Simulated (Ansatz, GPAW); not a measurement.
# Optical response of Mg3Te2 (model structure)

Aim: the dielectric function of Mg3Te2 (model structure), and the optical constants that follow from it. The cell was made here by substitution or stacking, whether or not such a phase is known. It was built so: All Ni replaced by Mg and Se replaced by Te in the R32 structure of Ni3Se2. The cell is first relaxed with Ansatz.

Main program and level: GPAW 26.7.0; DFT, revPBE, plane-wave PAW (GPAW data sets), scalar-relativistic, RPA, optical limit.

### Step 1. The structure

The structure is trigonal, space group R32 (No. 155). The conventional cell has a = 6.802 Å, b = 6.802 Å, c = 8.189 Å, α = 90.00°, β = 90.00°, γ = 120.00°. Te has 6 Mg at 2.66 to 2.69 Å nearest. Nearest to Mg lie 4 Te at 2.66 to 2.69 Å and 4 Mg at 2.90 to 2.95 Å. All Ni replaced by Mg and Se replaced by Te in the R32 structure of Ni3Se2. Farther neighbours and most contacts between anions are not listed.

### Step 2. Relaxation

The structure was built or cut out here, so it is relaxed before any spectrum is computed.

This step: DFT, revPBE, plane-wave PAW, default files, scalar-relativistic, relaxation (Ansatz 0.2.0).

The input, input.yaml:

```yaml
crystal:
  lattice:
    - [3.4008450593, 1.9634788104, 2.72965726]
    - [-3.4008450593, 1.9634788104, 2.72965726]
    - [0.0, -3.9269576209, 2.72965726]
  atoms:
    - { symbol: Te, position: [0.75, 0.75, 0.75] }
    - { symbol: Te, position: [0.25, 0.25, 0.25] }
    - { symbol: Mg, position: [0.25, 0.75, 0.5] }
    - { symbol: Mg, position: [0.75, 0.5, 0.25] }
    - { symbol: Mg, position: [0.5, 0.25, 0.75] }
kpoints:
  mp_grid: { grid: [5, 5, 5] }
scf:
  occupations: { method: fermi_dirac, width: 0.05 }
hamiltonian:
  xc: revpbe
output:
  forces: true
  stress: true
relax:
  f_tol: 0.02
  max_steps: 50
  cell: {}
```

The run is started by

```bash
ansatz run input.yaml --threads 1 --pin off --max-ram 4096MiB --backend cpu --events-out ev --progress --plain --runs-dir out
```

Numbers of over 12 decimals in the logs are rounded to 6 here.

What it wrote:

```text
Engine: ansatz 0.2.0, aarch64-unknown-linux-gnu
Pseudopotentials: kind: paw
Pseudopotential: Te, paw, valence charge 16, recommended cutoff 420 eV (normal), Te.paw.azcp
Pseudopotential: Mg, paw, valence charge 10, recommended cutoff 420 eV (normal), Mg.paw.azcp
Functional definition: revPBE
  parameter kappa = 1.245
  parameter beta = 0.066725
  exchange = pbe_x(kappa = kappa, mu = beta*pi^2/3)
  correlation = pbe_c(beta = beta)
Crystal: 5 atoms, lattice volume = 109.364 Å³
Basis set: ecut = 420 eV, 2103 PW (Γ), exchange–correlation on 64×64×64 points (8 copies of the dense FFT grid, shifted against one another)
Bands: 38, of which v1, the nominal top of the filled ones, is band 31 counted from 1 (30 counted from 0)
Symmetry: 6 space group operations
Space group: R32 (ITA 155), of the structure as read, at distance tolerance 4.8e-5 Å
k-points: 19 of 125 (time reversal used)
Non-local potential: Te, projectors of the file, l = 0: 2, l = 1: 2, l = 2: 2, l = 3: 2
Non-local potential: Mg, projectors of the file, l = 0: 3, l = 1: 2, l = 2: 1
PAW form: soft (Blöchl's): semilocal exchange-correlation on the pseudo side does not see the compensation charge
PAW frozen core: Te, regenerated for the run's functional, and the local potential with it (the file was generated under x = pbe(κ = 0.804, μ = 0.219515), c = pbe(β = 0.066725))
PAW frozen core: Mg, regenerated for the run's functional, and the local potential with it (the file was generated under x = pbe(κ = 0.804, μ = 0.219515), c = pbe(β = 0.066725))
PAW one-centre angular grid: Te, 590 points (default); XC on 64 Gauss nodes
PAW one-centre angular grid: Mg, 110 points (default); XC on 64 Gauss nodes
Initial density: superposition of atomic densities (neutral atoms: chi_scale 0, normalization atom), corrected by the library's trained network
Initial wavefunctions: pseudopotential atomic-orbital guess
Functional: x = revpbe(κ = 1.245, μ = 0.219515), c = pbe(β = 0.066725)
SCF iter   1: F=—  HF=-19749.002491 eV  |F-HF|=—  |Δ(HF+E_count)|=         —  Δρ=3.13e-3  dr2=1.23e-2  ethr=1.77e-3  ⟨swp⟩=9.2  Hψ=3548  notcnv=0  defer=3
preconditioner: auto → Kerker (q_TF=auto, 2.482 Å⁻¹)  [metal: Δε(μ)=0.048 eV  Ē_g=9.043 eV  σ=0.050 eV  W_gap=0.23  n_scr=26 (ndim 8)  ℏωp=15.1 eV  f_vac=0.000  D(μ)=3.69/eV (n_scr^D=26)]
SCF iter   2: F=—  HF=-19748.999713 eV  |F-HF|=—  |Δ(HF+E_count)|=   2.78e-3  Δρ=1.76e-3  dr2=6.19e-3  ethr=1.99e-5  ⟨swp⟩=2.2  Hψ=1323  notcnv=0  defer=7
SCF iter   3: F=—  HF=-19748.999288 eV  |F-HF|=—  |Δ(HF+E_count)|=   4.25e-4  Δρ=6.84e-4  dr2=1.01e-3  ethr=9.98e-6  ⟨swp⟩=1.8  Hψ=749  notcnv=0  defer=7
SCF iter   4: F=—  HF=-19748.999178 eV  |F-HF|=—  |Δ(HF+E_count)|=   1.10e-4  Δρ=1.55e-4  dr2=2.96e-5  ethr=1.62e-6  ⟨swp⟩=2.1  Hψ=879  notcnv=0  defer=7
SCF iter   5: F=—  HF=-19748.999417 eV  |F-HF|=—  |Δ(HF+E_count)|=   2.39e-4  Δρ=5.83e-5  dr2=4.81e-6  ethr=4.78e-8  ⟨swp⟩=2.4  Hψ=1256  notcnv=0  defer=7
SCF iter   6: F=—  HF=-19748.999419 eV  |F-HF|=—  |Δ(HF+E_count)|=   1.97e-6  Δρ=1.32e-5  dr2=3.43e-7  ethr=7.76e-9  ⟨swp⟩=2.0  Hψ=884  notcnv=0  defer=7
SCF iter   7: F=-19748.999419 eV  HF=-19748.999419 eV  |F-HF|=7.60e-9  |Δ(HF+E_count)|=   8.18e-8  Δρ=5.59e-6  dr2=6.43e-8  ethr=1.61e-10  ⟨swp⟩=5.0  Hψ=2471  notcnv=0
SCF 1 converged in 7 iterations: F = -19748.999419 eV  dr2 = 6.43e-8
  greatest PAW one-centre occupation: 1.000 electrons in one spin orbital (limit 2), on the Mg atom at site 4 (counted from 0), in its partial waves of l = 0
relax step   1: F+E_penalty+E_count = -19748.99941931 eV  Δ(F+E_penalty+E_count) = +0.000e0 eV  max|allowed force component| = 1.808e0 eV/Å  Δτ_max = 0.0000 Å  P = +21.878 GPa  Ω = 109.364 Å³  (7 SCF iters, dr2 threshold 1.00e-7 eV, accepted)
Crystal: 5 atoms, lattice volume = 125.436 Å³
Basis set: ecut = 420 eV, 2505 PW (Γ), exchange–correlation on 64×64×64 points (8 copies of the dense FFT grid, shifted against one another)
Initial density: handed on by an earlier stage of this run
Initial wavefunctions: those handed on with the density
iter 1 solved again at ethr=1.71e-4 eV; its pass at ethr=3.10e-3 eV (dr2=1.06e-1 eV) is discarded
SCF iter   1: F=—  HF=-19750.693831 eV  |F-HF|=—  |Δ(HF+E_count)|=         —  Δρ=5.84e-3  dr2=1.07e-1  ethr=1.71e-4  ⟨swp⟩=1.6  Hψ=4298  notcnv=0
preconditioner: auto → Kerker (q_TF=auto, 2.426 Å⁻¹)  [metal: Δε(μ)=0.005 eV  Ē_g=8.485 eV  σ=0.050 eV  W_gap=0.02  n_scr=26 (ndim 8)  ℏωp=14.1 eV  f_vac=0.002  D(μ)=4.51/eV (n_scr^D=32)]
SCF iter   2: F=—  HF=-19750.672757 eV  |F-HF|=—  |Δ(HF+E_count)|=   2.11e-2  Δρ=3.69e-3  dr2=4.97e-2  ethr=1.71e-4  ⟨swp⟩=2.1  Hψ=836  notcnv=0
SCF iter   3: F=—  HF=-19750.659877 eV  |F-HF|=—  |Δ(HF+E_count)|=   1.29e-2  Δρ=7.87e-4  dr2=2.68e-3  ethr=8.01e-5  ⟨swp⟩=2.2  Hψ=998  notcnv=0
SCF iter   4: F=—  HF=-19750.659470 eV  |F-HF|=—  |Δ(HF+E_count)|=   4.07e-4  Δρ=3.68e-4  dr2=4.80e-4  ethr=4.33e-6  ⟨swp⟩=2.1  Hψ=869  notcnv=0
SCF iter   5: F=—  HF=-19750.659830 eV  |F-HF|=—  |Δ(HF+E_count)|=   3.60e-4  Δρ=1.07e-4  dr2=2.53e-5  ethr=7.74e-7  ⟨swp⟩=2.0  Hψ=898  notcnv=0
SCF iter   6: F=—  HF=-19750.659845 eV  |F-HF|=—  |Δ(HF+E_count)|=   1.59e-5  Δρ=3.24e-5  dr2=2.32e-6  ethr=4.09e-8  ⟨swp⟩=2.5  Hψ=1143  notcnv=0
SCF iter   7: F=-19750.659847 eV  HF=-19750.659847 eV  |F-HF|=6.55e-8  |Δ(HF+E_count)|=   1.78e-6  Δρ=9.28e-6  dr2=1.63e-7  ethr=8.06e-10  ⟨swp⟩=5.0  Hψ=2554  notcnv=0
SCF 2 converged in 7 iterations: F = -19750.659847 eV  dr2 = 1.63e-7
relax step   2: F+E_penalty+E_count = -19750.65984723 eV  Δ(F+E_penalty+E_count) = -1.660e0 eV  max|allowed force component| = 3.145e-1 eV/Å  Δτ_max = 0.0786 Å  P = +9.585 GPa  Ω = 125.436 Å³  energy of the carried Pulay correction = -1.862e-3 eV  (7 SCF iters, dr2 threshold 5.00e-7 eV, accepted)
Crystal: 5 atoms, lattice volume = 140.856 Å³
Basis set: ecut = 420 eV, 2777 PW (Γ), exchange–correlation on 64×64×64 points (8 copies of the dense FFT grid, shifted against one another)
iter 1 solved again at ethr=1.32e-4 eV; its pass at ethr=3.10e-3 eV (dr2=8.15e-2 eV) is discarded
SCF iter   1: F=—  HF=-19751.294244 eV  |F-HF|=—  |Δ(HF+E_count)|=         —  Δρ=4.72e-3  dr2=8.40e-2  ethr=1.32e-4  ⟨swp⟩=1.9  Hψ=4161  notcnv=0
preconditioner: auto → LDOS  [metal: Δε(μ)=0.030 eV  Ē_g=8.105 eV  σ=0.050 eV  W_gap=0.15  n_scr=26 (ndim 8)  ℏωp=13.3 eV  f_vac=0.015  D(μ)=5.02/eV (n_scr^D=32)  β→1.0]
SCF iter   2: F=—  HF=-19751.272292 eV  |F-HF|=—  |Δ(HF+E_count)|=   2.20e-2  Δρ=3.66e-3  dr2=2.44e-2  ethr=1.32e-4  ⟨swp⟩=3.1  Hψ=1328  notcnv=0
SCF iter   3: F=—  HF=-19751.267862 eV  |F-HF|=—  |Δ(HF+E_count)|=   4.43e-3  Δρ=1.17e-3  dr2=3.58e-3  ethr=3.94e-5  ⟨swp⟩=2.0  Hψ=1216  notcnv=0
SCF iter   4: F=—  HF=-19751.267272 eV  |F-HF|=—  |Δ(HF+E_count)|=   5.89e-4  Δρ=3.42e-4  dr2=4.67e-4  ethr=5.78e-6  ⟨swp⟩=2.0  Hψ=1084  notcnv=0
SCF iter   5: F=—  HF=-19751.267281 eV  |F-HF|=—  |Δ(HF+E_count)|=   9.23e-6  Δρ=1.11e-4  dr2=2.76e-5  ethr=7.53e-7  ⟨swp⟩=2.4  Hψ=1071  notcnv=0
SCF iter   6: F=—  HF=-19751.267290 eV  |F-HF|=—  |Δ(HF+E_count)|=   8.57e-6  Δρ=2.56e-5  dr2=8.69e-7  ethr=4.46e-8  ⟨swp⟩=2.3  Hψ=1174  notcnv=0
SCF iter   7: F=-19751.267291 eV  HF=-19751.267291 eV  |F-HF|=8.11e-8  |Δ(HF+E_count)|=   7.42e-7  Δρ=7.13e-6  dr2=5.47e-8  ethr=8.06e-10  ⟨swp⟩=5.0  Hψ=2683  notcnv=0
SCF 3 converged in 7 iterations: F = -19751.267291 eV  dr2 = 5.47e-8
relax step   3: F+E_penalty+E_count = -19751.26729072 eV  Δ(F+E_penalty+E_count) = -6.074e-1 eV  max|allowed force component| = 7.917e-2 eV/Å  Δτ_max = 0.0480 Å  P = +3.847 GPa  Ω = 140.856 Å³  energy of the carried Pulay correction = -3.426e-3 eV  (7 SCF iters, dr2 threshold 5.00e-7 eV, accepted)
[... from here on, the SCF cycles and remarks between the steps are left out ...]
relax step   4: F+E_penalty+E_count = -19751.45061484 eV  Δ(F+E_penalty+E_count) = -1.833e-1 eV  max|allowed force component| = 2.895e-2 eV/Å  Δτ_max = 0.0808 Å  P = +0.760 GPa  Ω = 154.315 Å³  energy of the carried Pulay correction = -4.644e-3 eV  (7 SCF iters, dr2 threshold 5.00e-7 eV, accepted)
relax step   5: F+E_penalty+E_count = -19751.46110462 eV  Δ(F+E_penalty+E_count) = -1.049e-2 eV  max|allowed force component| = 2.254e-2 eV/Å  Δτ_max = 0.0287 Å  P = +0.015 GPa  Ω = 158.243 Å³  energy of the carried Pulay correction = -4.977e-3 eV  (6 SCF iters, dr2 threshold 5.00e-7 eV, accepted)
relax step   6: F+E_penalty+E_count = -19751.46152469 eV  Δ(F+E_penalty+E_count) = -4.201e-4 eV  max|allowed force component| = 1.152e-2 eV/Å  Δτ_max = 0.0013 Å  P = -0.030 GPa  Ω = 158.407 Å³  energy of the carried Pulay correction = -4.990e-3 eV  (5 SCF iters, dr2 threshold 7.06e-8 eV, accepted)
relax step   7: F+E_penalty+E_count = -19751.46181067 eV  Δ(F+E_penalty+E_count) = -2.860e-4 eV  max|allowed force component| = 1.133e-3 eV/Å  Δτ_max = 0.0036 Å  P = -0.005 GPa  Ω = 158.258 Å³  energy of the carried Pulay correction = -4.978e-3 eV  (6 SCF iters, dr2 threshold 1.33e-8 eV, accepted)
relax step   8: F+E_penalty+E_count = -19751.50372080 eV  Δ(F+E_penalty+E_count) = -4.191e-2 eV  max|allowed force component| = 4.734e-4 eV/Å  Δτ_max = 0.0000 Å  P = +0.537 GPa  Ω = 158.258 Å³  stress off target by 8.67e-1 GPa  SCF on the basis re-selected at this cell (its energy is not comparable with the rows above)  (8 SCF iters)
relax step   9: F+E_penalty+E_count = -19751.51756885 eV  Δ(F+E_penalty+E_count) = -1.385e-2 eV  max|allowed force component| = 3.300e-2 eV/Å  Δτ_max = 0.0482 Å  P = +0.249 GPa  Ω = 161.120 Å³  energy of the carried Pulay correction = -2.018e-4 eV  (6 SCF iters, dr2 threshold 5.00e-7 eV, accepted)
relax step  10: F+E_penalty+E_count = -19751.52564485 eV  Δ(F+E_penalty+E_count) = -8.076e-3 eV  max|allowed force component| = 3.413e-2 eV/Å  Δτ_max = 0.0262 Å  P = -0.100 GPa  Ω = 163.558 Å³  energy of the carried Pulay correction = -3.856e-4 eV  (6 SCF iters, dr2 threshold 5.00e-7 eV, accepted)
relax step  11: F+E_penalty+E_count = -19751.52685441 eV  Δ(F+E_penalty+E_count) = -1.210e-3 eV  max|allowed force component| = 9.052e-3 eV/Å  Δτ_max = 0.0290 Å  P = -0.049 GPa  Ω = 163.932 Å³  energy of the carried Pulay correction = -4.150e-4 eV  (6 SCF iters, dr2 threshold 7.28e-8 eV, accepted)
relax step  12: F+E_penalty+E_count = -19751.52716014 eV  Δ(F+E_penalty+E_count) = -3.057e-4 eV  max|allowed force component| = 1.607e-3 eV/Å  Δτ_max = 0.0086 Å  P = +0.002 GPa  Ω = 163.378 Å³  energy of the carried Pulay correction = -3.711e-4 eV  (6 SCF iters, dr2 threshold 7.72e-9 eV, accepted)
iter 1 solved again at ethr=3.36e-8 eV; its pass at ethr=3.10e-3 eV (dr2=2.08e-5 eV) is discarded
SCF iter   1: F=—  HF=-19751.525396 eV  |F-HF|=—  |Δ(HF+E_count)|=         —  Δρ=1.90e-4  dr2=2.41e-6  ethr=3.36e-8  ⟨swp⟩=4.1  Hψ=5614  notcnv=0
preconditioner: auto → LDOS  [metal: Δε(μ)=0.009 eV  Ē_g=7.620 eV  σ=0.050 eV  W_gap=0.05  n_scr=32 (ndim 8)  ℏωp=12.3 eV  f_vac=0.069  D(μ)=4.25/eV (n_scr^D=26)  β→1.0]
SCF iter   2: F=—  HF=-19751.527551 eV  |F-HF|=—  |Δ(HF+E_count)|=   2.16e-3  Δρ=8.67e-6  dr2=3.63e-7  ethr=3.89e-9  ⟨swp⟩=2.6  Hψ=1129  notcnv=0
SCF iter   3: F=—  HF=-19751.527551 eV  |F-HF|=—  |Δ(HF+E_count)|=   2.36e-7  Δρ=4.81e-6  dr2=8.72e-8  ethr=5.86e-10  ⟨swp⟩=2.1  Hψ=1092  notcnv=0
SCF iter   4: F=—  HF=-19751.527551 eV  |F-HF|=—  |Δ(HF+E_count)|=   3.70e-7  Δρ=3.05e-6  dr2=3.70e-8  ethr=1.41e-10  ⟨swp⟩=2.0  Hψ=1092  notcnv=0
SCF iter   5: F=—  HF=-19751.527551 eV  |F-HF|=—  |Δ(HF+E_count)|=   2.12e-8  Δρ=1.41e-6  dr2=3.59e-9  ethr=5.97e-11  ⟨swp⟩=2.0  Hψ=1099  notcnv=0
SCF iter   6: F=—  HF=-19751.527551 eV  |F-HF|=—  |Δ(HF+E_count)|=  4.80e-10  Δρ=3.72e-7  dr2=3.75e-10  ethr=5.80e-12  ⟨swp⟩=2.0  Hψ=1089  notcnv=0
SCF iter   7: F=-19751.527551 eV  HF=-19751.527551 eV  |F-HF|=3.64e-12  |Δ(HF+E_count)|=   1.07e-9  Δρ=8.15e-8  dr2=2.48e-11  ethr=1.00e-12  ⟨swp⟩=3.9  Hψ=2843  notcnv=0
SCF 13 converged in 7 iterations: F = -19751.527551 eV  dr2 = 2.48e-11
relax step  13: F+E_penalty+E_count = -19751.52755104 eV  Δ(F+E_penalty+E_count) = -3.909e-4 eV  max|allowed force component| = 1.535e-3 eV/Å  Δτ_max = 0.0000 Å  P = +0.001 GPa  Ω = 163.378 Å³  stress off target by 2.20e-3 GPa  SCF on the basis re-selected at this cell (its energy is not comparable with the rows above)  (7 SCF iters)
basis re-selected at this cell: Δ(F+E_penalty+E_count) = -3.909e-4 eV, ΔP = -0.001 GPa vs the last step (what re-selecting the basis moved, of the pressure what is left beyond the Pulay correction that the steps carried, after the strain that the cell walked since its last selection, with what the two solves' SCF thresholds leave and, on support functions, any second-order correction that the steps lacked; it is no m [...]
SCF converged after 7 iterations
Free energy (F): -19751.527551 eV
Harris-Foulkes:  -19751.527551 eV  (|F-HF|=3.64e-12)
Internal energy: -19751.493657 eV  (E = F + TS)
E sigma→0 (E₀):  -19751.510604 eV
Entropy (-TS):   -0.033894 eV (-6.779 meV/atom)
Fermi energy:    6.490913 eV
--- Per-component energies (eV) ---
  E_band       = -1713.059002
  E_kinetic    = 583.625313
  E_local      = -8407.077973  (includes V_loc(G=0)·N_el)
  E_nonlocal   = -333.492216
  E_hartree    = 3803.282060
  E_xc         = -333.015325
  E_vxc        = -316.359444  (∫ρ·V_xc dr)
  E_paw        = -10222.552283  (= ΣΔE_a)
  E_vpaw       = -846.318262  (= ΣTr[D̂ρ^β])
  E_aug_tail   = -0.000385  (compensation charges beyond the density's cutoff)
  E_ewald      = -4842.152115
  E_core_change = -0.110732  (= ΣΔE_core)
  E_smearing   = -0.033894  (= −TS)
  E_closure    = -0.000000  (closes the sum)
  Σ components = -19751.527551   (vs F -19751.527551, Δ=0.00e0)
--- Forces (eV/Å), atoms counted from 1 ---
  atom   1  Te     0.00000000    -0.00000000     0.00153536
  atom   2  Te     0.00000000     0.00000000    -0.00153536
  atom   3  Mg     0.00010591    -0.00000000    -0.00000000
  atom   4  Mg    -0.00005295    -0.00009172    -0.00000000
  atom   5  Mg    -0.00005295     0.00009172     0.00000000
  max |Σ_I F_I| component: 4.05e-16 eV/Å
--- Stress (GPa, compression-positive) ---
        0.000270      -0.000000       0.000000
       -0.000000       0.000270      -0.000000
        0.000000      -0.000000       0.002197
  P = ⅓ Tr σ = 0.0009 GPa (0.009 kbar)
--- Relaxed structure (11 steps of the walk, 11 accepted, 2 SCFs on fresh bases) ---
  F+E_penalty+E_count = -19751.52755104 eV   max|allowed force component| = 1.535e-3 eV/Å   (the final SCF, on the basis selected at the relaxed cell)
  cell:  # Å, volume = 163.3778 Å³
    - [3.713903, 2.144223, 3.419333]
    - [-3.713903, 2.144223, 3.419333]
    - [-2.1444366594594676e-17, -4.288446, 3.419333]
  atoms:
    - { symbol: Te, position: [0.728298, 0.728298, 0.728298] }
    - { symbol: Te, position: [0.271702, 0.271702, 0.271702] }
    - { symbol: Mg, position: [0.234685, 0.765315, 0.5] }
    - { symbol: Mg, position: [0.765315, 0.500000, 0.234685] }
    - { symbol: Mg, position: [0.500000, 0.234685, 0.765315] }
```

The job ended after 89 s (1 thread of Arm Neoverse V2, shared host; peak memory 0.39 GiB).

The steps of the relaxation:

```tsv
step	energy less that of the first step (eV)	largest force component (eV/Å)	pressure (GPa)	volume (Å³)
1	0.0000	1.8077	21.88	109.36
2	-1.6604	0.3145	9.58	125.44
3	-2.2679	0.0792	3.85	140.86
4	-2.4512	0.0290	0.76	154.31
5	-2.4617	0.0225	0.02	158.24
6	-2.4621	0.0115	-0.03	158.41
7	-2.4624	0.0011	0.00	158.26
8*	-2.5043	0.0005	0.54	158.26
9	-2.5181	0.0330	0.25	161.12
10	-2.5262	0.0341	-0.10	163.56
11	-2.5274	0.0091	-0.05	163.93
12	-2.5277	0.0016	0.00	163.38
13*	-2.5281	0.0015	0.00	163.38
```

Relaxation steps marked * repeat the geometry before them on a plane-wave basis chosen anew for their cell, so energy and pressure can jump there.

Forces are held to the 6 operations that the run works with; a distortion that breaks them can't arise in this run.

```tsv
cell as run	before	after	change
a (Å)	4.782	5.485	+14.7 %
b (Å)	4.782	5.485	+14.7 %
c (Å)	4.782	5.485	+14.7 %
α (°)	90.65	85.24	-6.0 %
β (°)	90.65	85.24	-6.0 %
γ (°)	90.65	85.24	-6.0 %
volume (Å³/atom)	21.87	32.68	+49.4 %
```

The atoms that moved most (Å, as changes of fractional coordinates times the final cell):

```tsv
atom	dx	dy	dz	length
Te2	0.000	0.000	0.223	0.223
Te1	0.000	0.000	-0.223	0.223
Mg4	0.057	0.099	0.000	0.114
Mg5	0.057	-0.099	0.000	0.114
Mg3	-0.114	0.000	0.000	0.114
```

Final coordinates:

```xyz
5
Lattice="3.7139 2.1442 3.4193 -3.7139 2.1442 3.4193 0.0000 -4.2884 3.4193" Properties=species:S:1:pos:R:3 pbc="T T T"
Te    0.0000    0.0000    7.4709
Te    0.0000    0.0000    2.7871
Mg   -1.9707    0.0000    5.1290
Mg    0.9854    1.7067    5.1290
Mg    0.9854   -1.7067    5.1290
```

The relaxation ends with a largest force component of 0.0015 eV/Å and a pressure of 0.00 GPa.

(Continued in part 2 of 3.)

[Machine, clock and banner lines and Python warnings are left out of the logs.]

[Logs are printed without paths, hosts, clocks, repeated set-up lines and the standing remarks that a program may print on its own settings, such as how far it seeks lower states.]

[Hosts, paths, dates, database ids (printed as entryN), source tags and the programs' standing remarks are cut or masked in the printed files.]
